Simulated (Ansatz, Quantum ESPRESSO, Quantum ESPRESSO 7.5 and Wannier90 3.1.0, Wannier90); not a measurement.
# armchair graphene ribbon, 9 dimer lines: Wannier functions and conductance

How many channels does the wire offer, and does a small Wannier basis get them right? The wire: armchair graphene ribbon, 9 dimer lines.

Method: plane-wave DFT, PBE, GBRV ultrasoft pseudopotentials (cross-check by Ansatz 0.2.0 with PAW datasets), in Quantum ESPRESSO 7.5 and Wannier90 3.1.0.

Most raw output is cut from this account.

## (1) The starting structure

The cell holds 22 atoms: 18 C and 4 H. Its edges and angles: a = 19.726 Å, b = 9.000 Å, c = 4.260 Å, α = 90.0°, β = 90.0°, γ = 90.0°. It derives from C. Vacuum lies along a and b. The structure's axis is c.

## (2) SCF with pw.x

Contents of scf.in:

```
&control
  prefix = 'scf'
  outdir = './out'
  pseudo_dir = './pseudo'
  calculation = 'scf'
  tprnfor = .true.
/
&system
  ibrav = 0
  nat = 22
  ntyp = 2
  ecutwfc = 34
  ecutrho = 170
  occupations = 'smearing'
  smearing = 'mv'
  degauss = 0.005
/
&electrons
  conv_thr = 1e-07
  mixing_beta = 0.4
  electron_maxstep = 120
  mixing_mode = 'local-TF'
/
ATOMIC_SPECIES
  C   12.0110  c_pbe_v1.2.uspp.F.UPF
  H   1.0080  h_pbe_v1.4.uspp.F.UPF
CELL_PARAMETERS angstrom
  19.72598396724130 0.00000000000000 0.00000000000000
  0.00000000000000 9.00000000000000 0.00000000000000
  0.00000000000000 0.00000000000000 4.26000000000000
ATOMIC_POSITIONS crystal
  C   -0.187025815000 0.000000000000 0.000000000000
  C   -0.062341938000 0.000000000000 0.000000000000
  C   0.062341938000 0.000000000000 0.000000000000
  C   0.187025815000 0.000000000000 0.000000000000
  H   -0.297221776000 0.000000000000 0.038732394400
  H   0.297221776000 0.000000000000 0.038732394400
  C   -0.249367753000 0.000000000000 0.166666666700
  C   -0.124683876000 0.000000000000 0.166666666700
  C   0.000000000000 0.000000000000 0.166666666700
  C   0.124683876000 0.000000000000 0.166666666700
  C   0.249367753000 0.000000000000 0.166666666700
  C   -0.249367753000 0.000000000000 0.500000000000
  C   -0.124683876000 0.000000000000 0.500000000000
  C   0.000000000000 0.000000000000 0.500000000000
  C   0.124683876000 0.000000000000 0.500000000000
  C   0.249367753000 0.000000000000 0.500000000000
  H   -0.297221776000 0.000000000000 0.627934272300
  H   0.297221776000 0.000000000000 0.627934272300
  C   -0.187025815000 0.000000000000 0.666666666700
  C   -0.062341938000 0.000000000000 0.666666666700
  C   0.062341938000 0.000000000000 0.666666666700
  C   0.187025815000 0.000000000000 0.666666666700
K_POINTS automatic
  1 1 16 0 0 0
```

Run with:

```
OMP_NUM_THREADS=1 mpirun -n 4 pw.x -nk 1 -in scf.in > scf.out
```

Run time: 59 s. Hardware: 4 MPI ranks of Arm Neoverse V2, shared host; peak memory 0.61 GiB.

Numbers from this step:

```
free energy  : -2876.9316 eV
Fermi energy : -1.532 eV
```

The program's own clock; routines nest. Time by routine:

| routine | wall time (s) | calls |
| --- | --- | --- |
| PWSCF | 58.63 | 1 |
| electrons | 56.04 | 1 |
| c_bands | 45.89 | 17 |
| cegterg | 44.94 | 153 |
| h_psi | 29.4 | 868 |
| fftw | 21.66 | 43820 |
| vloc_psi | 20.18 | 868 |
| calbec | 6.63 | 1057 |
| sum_band | 6.41 | 17 |
| h_psi:calbec | 4.58 | 868 |
| add_vuspsi | 4.54 | 868 |
| s_psi | 4.5 | 868 |
| mix_rho | 2.69 | 17 |
| init_run | 1.82 | 1 |

The run needed 17 iterations to bring the estimated error under 1e-07 Ry; the largest force on any atom, held or free, is 2.10 eV/Å.

## (3) Full uniform mesh without symmetry

Wannier90 needs the states on a whole uniform mesh, listed point by point, without symmetry.

nscf.in is the input of step 2 with these lines changed:

```diff
@@ -1,7 +1,6 @@
 &control
-  prefix = 'scf'
+  prefix = 'nscf'
   outdir = './out'
   pseudo_dir = './pseudo'
-  calculation = 'scf'
-  tprnfor = .true.
+  calculation = 'nscf'
 /
@@ -16,5 +15,8 @@
   degauss = 0.005
+  nosym = .true.
+  noinv = .true.
+  nbnd = 62
 /
 &electrons
-  conv_thr = 1e-07
+  conv_thr = 1e-09
   mixing_beta = 0.4
@@ -22,2 +24,3 @@
   mixing_mode = 'local-TF'
+  diago_full_acc = .true.
 /
@@ -53,3 +56,11 @@
   C   0.187025815000 0.000000000000 0.666666666700
-K_POINTS automatic
-  1 1 16 0 0 0
+K_POINTS crystal
+8
+  0.0000000000 0.0000000000 0.0000000000 0.125
+  0.0000000000 0.0000000000 0.1250000000 0.125
+  0.0000000000 0.0000000000 0.2500000000 0.125
+  0.0000000000 0.0000000000 0.3750000000 0.125
+  0.0000000000 0.0000000000 0.5000000000 0.125
+  0.0000000000 0.0000000000 0.6250000000 0.125
+  0.0000000000 0.0000000000 0.7500000000 0.125
+  0.0000000000 0.0000000000 0.8750000000 0.125
```

Run with:

```
cp -r out/scf.save out/nscf.save
cp out/scf.xml out/nscf.xml
OMP_NUM_THREADS=1 mpirun -n 4 pw.x -nk 1 -in nscf.in > nscf.out
```

It took 47 s on 4 MPI ranks; peak memory 0.36 GiB; 3.1 min of CPU time.

Numbers from this step:

- Fermi energy: -1.536 eV

The program's own clock; routines nest. Time by routine:

| routine | wall time (s) | calls |
| --- | --- | --- |
| PWSCF | 46.4 | 1 |
| electrons | 46.09 | 1 |
| c_bands | 46.09 | 1 |
| cegterg | 44.65 | 31 |
| h_psi | 24.01 | 604 |
| vloc_psi | 16.62 | 604 |
| fftw | 15.09 | 30178 |
| h_psi:calbec | 3.67 | 604 |
| calbec | 3.67 | 604 |
| add_vuspsi | 3.64 | 604 |
| s_psi | 3.62 | 604 |
| cdiaghg | 2.31 | 573 |
| g_psi | 0.21 | 565 |
| init_run | 0.19 | 1 |

## (4) Neighbour list from wannier90 -pp

The .win file sets projections and windows: states in the frozen window are kept exactly, the outer window gives room to disentangle.

Contents of wan.win:

```
num_wann = 18
num_bands = 62
num_iter = 200
num_print_cycles = 20
conv_tol = 1e-8
conv_window = 5
guiding_centres = true
dis_num_iter = 1500
dis_conv_tol = 1e-8
dis_win_min = -10.5315
dis_win_max = 10.4685
dis_froz_max = -0.7315
dis_froz_min = -3.5315
search_shells = 120
fermi_energy = -1.5315

transport = true
transport_mode = bulk
one_dim_axis = z
dist_cutoff = 16.94
dist_cutoff_mode = one_dim
tran_win_min = -4.0
tran_win_max = 2.0
tran_energy_step = 0.02

bands_plot = true
bands_num_points = 96
begin kpoint_path
G 0.0 0.0 0.0 Z 0.0 0.0 0.5
end kpoint_path

begin projections
C:py
end projections

begin unit_cell_cart
ang
  19.7259839672 0.0000000000 0.0000000000
  0.0000000000 9.0000000000 0.0000000000
  0.0000000000 0.0000000000 4.2600000000
end unit_cell_cart

begin atoms_frac
  C  -0.1870258150 0.0000000000 0.0000000000
  C  -0.0623419380 0.0000000000 0.0000000000
  C  0.0623419380 0.0000000000 0.0000000000
  C  0.1870258150 0.0000000000 0.0000000000
  H  -0.2972217760 0.0000000000 0.0387323944
  H  0.2972217760 0.0000000000 0.0387323944
  C  -0.2493677530 0.0000000000 0.1666666667
  C  -0.1246838760 0.0000000000 0.1666666667
  C  0.0000000000 0.0000000000 0.1666666667
  C  0.1246838760 0.0000000000 0.1666666667
  C  0.2493677530 0.0000000000 0.1666666667
  C  -0.2493677530 0.0000000000 0.5000000000
  C  -0.1246838760 0.0000000000 0.5000000000
  C  0.0000000000 0.0000000000 0.5000000000
  C  0.1246838760 0.0000000000 0.5000000000
  C  0.2493677530 0.0000000000 0.5000000000
  H  -0.2972217760 0.0000000000 0.6279342723
  H  0.2972217760 0.0000000000 0.6279342723
  C  -0.1870258150 0.0000000000 0.6666666667
  C  -0.0623419380 0.0000000000 0.6666666667
  C  0.0623419380 0.0000000000 0.6666666667
  C  0.1870258150 0.0000000000 0.6666666667
end atoms_frac

mp_grid = 1 1 8
begin kpoints
  0.0 0.0 0.0000000000
  0.0 0.0 0.1250000000
  0.0 0.0 0.2500000000
  0.0 0.0 0.3750000000
  0.0 0.0 0.5000000000
  0.0 0.0 0.6250000000
  0.0 0.0 0.7500000000
  0.0 0.0 0.8750000000
end kpoints
```

Run with:

```
OMP_NUM_THREADS=1 wannier90.x -pp wan > wan.pp.log
```

Wall time 0.47 s (1 MPI rank); peak memory 0.09 GiB.

## (5) Overlaps and projections

pw2wannier90.x computes the overlaps between neighbouring k-points and the projections.

Contents of wan.p2w.in:

```
&inputpp
  prefix = 'nscf'
  outdir = './out'
  seedname = 'wan'
  write_mmn = .true.
  write_amn = .true.
  write_unk = .false.
/
```

Run with:

```
OMP_NUM_THREADS=1 mpirun -n 4 pw2wannier90.x -in wan.p2w.in > wan.p2w.out
```

Run time: 10 s. Hardware: 4 MPI ranks; peak memory 0.31 GiB.

## (6) Localisation, bands and conductance

After disentangling and localising, transport_mode = bulk builds principal layers from hoppings within dist_cutoff and counts open channels.

wan.win is that of step 4.

Run with:

```
OMP_NUM_THREADS=1 wannier90.x wan > wan.run.log
```

It took 12 s on 1 MPI rank; peak memory 0.09 GiB.

Numbers from this step:

| Property | Result |
| --- | --- |
| lead channels at the Fermi level, one spin | 2.99e-7 |
| total spread | 41.60 Å² |
| gauge-invariant spread | 37.51 Å² |
| largest misfit to plane-wave levels between mesh points, inside the frozen window | 0.001759 eV |

Per spin. Table of quantum conductance of the perfect wire, open channels by energy, zero at the Fermi level:

| energy (eV) | quantum conductance of the perfect wire, open channels |
| --- | --- |
| -4.000 | 4 |
| -3.800 | 4.00 |
| -3.600 | 4 |
| -3.400 | 4 |
| -3.200 | 4 |
| -3.000 | 3.00 |
| -2.800 | 4.00 |
| -2.600 | 5.00 |
| -2.400 | 5.00 |
| -2.200 | 4 |
| -2.000 | 3 |
| -1.800 | 3 |
| -1.600 | 3 |
| -1.400 | 2.00 |
| -1.200 | 2 |
| -1.020 | 1 |
| -0.800 | 1 |
| -0.600 | 1 |
| -0.400 | 1.000 |
| -0.200 | 1.1e-6 |
| 0.000 | 3.0e-7 |
| 0.200 | 1.2e-6 |
| 0.400 | 1.000 |
| 0.600 | 1 |
| 0.800 | 1 |
| 1.000 | 1 |
| 1.200 | 2 |
| 1.400 | 3 |
| 1.600 | 3.00 |
| 1.800 | 5 |
| 2.000 | 5 |

Wannier functions:

| no. | x (Å) | y (Å) | z (Å) | spread (Å²) |
| --- | --- | --- | --- | --- |
| 1 | -3.51 | -0.01049 | 0.105 | 1.745 |
| 2 | -1.411 | -0.01077 | 0.1356 | 1.916 |
| 3 | 1.411 | -0.01092 | 0.1358 | 1.917 |
| 4 | 3.51 | -0.01037 | 0.1052 | 1.744 |
| 5 | -4.915 | -0.001684 | 0.678 | 1.476 |
| 6 | -2.444 | 0.002207 | 1.42 | 2.436 |
| 7 | 8.00e-5 | 0.00253 | 0.7507 | 1.891 |
| 8 | 2.609 | 2.858 | -0.7099 | 6.2 |
| 9 | 4.915 | -0.001606 | 0.678 | 1.476 |
| 10 | -4.915 | -0.001685 | 2.162 | 1.476 |
| 11 | -2.626 | 2.861 | 3.55 | 6.2 |
| 12 | -9.80e-5 | 0.002532 | 2.089 | 1.891 |
| 13 | 2.444 | 0.00225 | 1.42 | 2.436 |
| 14 | 4.915 | -0.0016 | 2.162 | 1.476 |
| 15 | -3.51 | -0.01049 | 2.735 | 1.745 |
| 16 | -1.411 | -0.01077 | 2.704 | 1.916 |
| 17 | 1.411 | -0.01091 | 2.704 | 1.917 |
| 18 | 3.51 | -0.01037 | 2.735 | 1.745 |

Electronic bands along the path, in eV, zero at the Fermi level; v1 is the highest filled band, c1 the lowest empty one:

| point | v4 | v3 | v2 | v1 | c1 | c2 | c3 | c4 |
| --- | --- | --- | --- | --- | --- | --- | --- | --- |
| Γ | -2.12 | -1.43 | -1.11 | -0.33 | 0.33 | 1.12 | 1.27 | 1.64 |
| halfway | -3.09 | -2.59 | -2.24 | -1.74 | 1.45 | 2.19 | 2.28 | 3.19 |
| Z | -4.08 | -3.03 | -2.97 | -2.38 | 1.68 | 2.53 | 2.54 | 4.16 |

Bands and channels are those of the Wannier model: bands that were not projected, and all outside the frozen window, are missing or only approximate.

At least 2 of the functions sit far from every atom, off the bonds: the outer window has let in states of the vacuum, so the basis is not the atomic one that was projected.

## (7) Neighbour list from wannier90 -pp, with dis_froz_max − E_F = 0.0

A sensitivity test on the input.

wan_w.win is the input of step 6 with these lines changed:

```diff
@@ -11,3 +11,3 @@
 dis_win_max = 10.4685
-dis_froz_max = -0.7315
+dis_froz_max = -1.5315
 dis_froz_min = -3.5315
```

Run with:

```
OMP_NUM_THREADS=1 wannier90.x -pp wan_w > wan_w.pp.log
```

Run time: 0.47 s. Hardware: 1 MPI rank; peak memory 0.09 GiB.

## (8) Overlaps and projections

The follow-up step for that run.

Contents of wan_w.p2w.in:

```
&inputpp
  prefix = 'nscf'
  outdir = './out'
  seedname = 'wan_w'
  write_mmn = .true.
  write_amn = .true.
  write_unk = .false.
/
```

Run with:

```
OMP_NUM_THREADS=1 mpirun -n 4 pw2wannier90.x -in wan_w.p2w.in > wan_w.p2w.out
```

The job ended after 10 s (4 MPI ranks; peak memory 0.31 GiB).

## (9) Localisation, bands and conductance, with dis_froz_max − E_F = 0.0

How much does a setting matter? One run is repeated with a change.

wan_w.win is the input of step 6 with these lines changed:

```diff
@@ -11,3 +11,3 @@
 dis_win_max = 10.4685
-dis_froz_max = -0.7315
+dis_froz_max = -1.5315
 dis_froz_min = -3.5315
```

Run with:

```
OMP_NUM_THREADS=1 wannier90.x wan_w > wan_w.run.log
```

Elapsed: 12 s, on 1 MPI rank; peak memory 0.09 GiB.

The total spread is 41.6 against 41.6 Å². Between −2 and 0.8 eV the channel count differs from the first run's at 0 % of the energies, and at the Fermi level it is 0 against 0.

## (10) Neighbour list from wannier90 -pp, with num_wann = 19

Another try, with an input changed as a hurried user might.

wan_bad.win is the input of step 6 with these lines changed:

```diff
@@ -1,2 +1,2 @@
-num_wann = 18
+num_wann = 19
 num_bands = 62
```

Run with:

```
OMP_NUM_THREADS=1 wannier90.x -pp wan_bad > wan_bad.pp.log
```

Wall time 0.46 s (1 MPI rank); peak memory 0.09 GiB.

The input was rejected at the start.

The fault put into the input: more Wannier functions than projections (num_wann = 19).

Each Wannier function needs a starting projection, or random ones must be asked for.

## (11) Cross-check with Ansatz

As a check, the same structure is run in Ansatz.

Level of this step: plane-wave DFT, PBE, Ansatz PAW (Ansatz 0.2.0).

Contents of input.yaml:

```yaml
crystal:
  lattice:
    - [19.7259839672, 0.0, 0.0]
    - [0.0, 9.0, 0.0]
    - [0.0, 0.0, 4.26]
  atoms:
    - { symbol: C, position: [-0.187025815, 0.0, 0.0] }
    - { symbol: C, position: [-0.062341938, 0.0, 0.0] }
    - { symbol: C, position: [0.062341938, 0.0, 0.0] }
    - { symbol: C, position: [0.187025815, 0.0, 0.0] }
    - { symbol: H, position: [-0.297221776, 0.0, 0.0387323944] }
    - { symbol: H, position: [0.297221776, 0.0, 0.0387323944] }
    - { symbol: C, position: [-0.249367753, 0.0, 0.1666666667] }
    - { symbol: C, position: [-0.124683876, 0.0, 0.1666666667] }
    - { symbol: C, position: [0.0, 0.0, 0.1666666667] }
    - { symbol: C, position: [0.124683876, 0.0, 0.1666666667] }
    - { symbol: C, position: [0.249367753, 0.0, 0.1666666667] }
    - { symbol: C, position: [-0.249367753, 0.0, 0.5] }
    - { symbol: C, position: [-0.124683876, 0.0, 0.5] }
    - { symbol: C, position: [0.0, 0.0, 0.5] }
    - { symbol: C, position: [0.124683876, 0.0, 0.5] }
    - { symbol: C, position: [0.249367753, 0.0, 0.5] }
    - { symbol: H, position: [-0.297221776, 0.0, 0.6279342723] }
    - { symbol: H, position: [0.297221776, 0.0, 0.6279342723] }
    - { symbol: C, position: [-0.187025815, 0.0, 0.6666666667] }
    - { symbol: C, position: [-0.062341938, 0.0, 0.6666666667] }
    - { symbol: C, position: [0.062341938, 0.0, 0.6666666667] }
    - { symbol: C, position: [0.187025815, 0.0, 0.6666666667] }
kpoints:
  mp_grid: { grid: [1, 1, 16] }
hamiltonian:
  xc: pbe
scf:
  occupations: { method: fermi_dirac, width: 0.05 }
  convergence: { dr2_threshold: 1.0e-08 }
output:
  transmission:
    leads: [[0, 0]]
    e_range: [-4.0, 2.0]
    de: 0.05
    kmesh: [1, 1]
    reduced_basis: true
```

Run with:

```
ansatz run input.yaml --threads 4 --pin off --max-ram 8192MiB --backend cpu --events-out ev --progress --plain --runs-dir out
```

It took 13 min on 4 threads; peak memory 1.9 GiB.

This step gave:

* free energy: -4580.0034 eV
* energy at zero smearing: -4580.0034 eV
* Fermi energy: -1.524 eV
* symmetry operations: 8
* lead channels at the Fermi level, one spin: 0

Per spin. The open channels by energy, zero at the Fermi level:

energy (eV), open channels and a bar:
```
   -4.000       6.00 ##############################
   -3.800       6.00 ##############################
   -3.600       6.00 ##############################
   -3.400       6.00 ##############################
   -3.200       4.00 ####################
   -3.000       3.00 ###############
   -2.800       4.00 ####################
   -2.600       5.00 #########################
   -2.400       5.00 #########################
   -2.200       4.00 ####################
   -2.000       3.00 ###############
   -1.800       3.00 ###############
   -1.600       3.00 ###############
   -1.400       2.00 ##########
   -1.200       2.00 ##########
   -1.000       1.00 #####
   -0.800       1.00 #####
   -0.600       1.00 #####
   -0.400       1.00 #####
   -0.200       0.00 
    0.000       0.00 
    0.200       0.00 
    0.400       1.00 #####
    0.600       1.00 #####
    0.800       1.00 #####
    1.000       1.00 #####
    1.200       2.00 ##########
    1.400       3.00 ###############
    1.600       3.00 ###############
    1.800       5.00 #########################
    2.000       5.00 #########################
```

## (12) What came out

```
open channels at the Fermi level, per spin             : 0
gap in the conductance, to one step of the energy grid : 0.66 eV
total spread                                           : 41.6 Å²
gauge-invariant spread                                 : 37.5 Å²
largest band misfit in the frozen window               : 0.00176 eV
channels at the Fermi level by Ansatz                  : 0
```

In words: The wire has no channel at the Fermi level: its conductance has a gap of 0.66 eV. Between -2 and 0.8 eV the channel count from Wannier functions equals that from Ansatz's layer matching at 100 % of the energies; outside the frozen window the Wannier bands are not held to the plane-wave ones. Each plane-wave level in the frozen window has a Wannier level within 0.01 eV; this test doesn't see extra bands that a model may add. At least one function lies in the vacuum, so the spreads don't describe atomic orbitals, though the frozen bands are still reproduced. The wire is perfect, so the conductance only counts bands: each channel, with its partner of the other spin, carries G₀ = 2e²/h. It was run without spin polarisation, which was not tested. It is as built, with forces up to 2.1 eV/Å; relaxing the bonds would move the band edges.

[Logs are printed without paths, hosts, clocks, repeated set-up lines and the standing remarks that a program may print on its own settings, such as how far it seeks lower states.]

[Hosts, paths, dates, database ids (printed as entryN), source tags and the programs' standing remarks are cut or masked in the printed files.]

[Maps of the electrostatic potential energy from Ansatz leave out the sawtooth potential of an applied field or a dipole correction, so their vacuum need not be flat; planar profiles and work functions include it.]
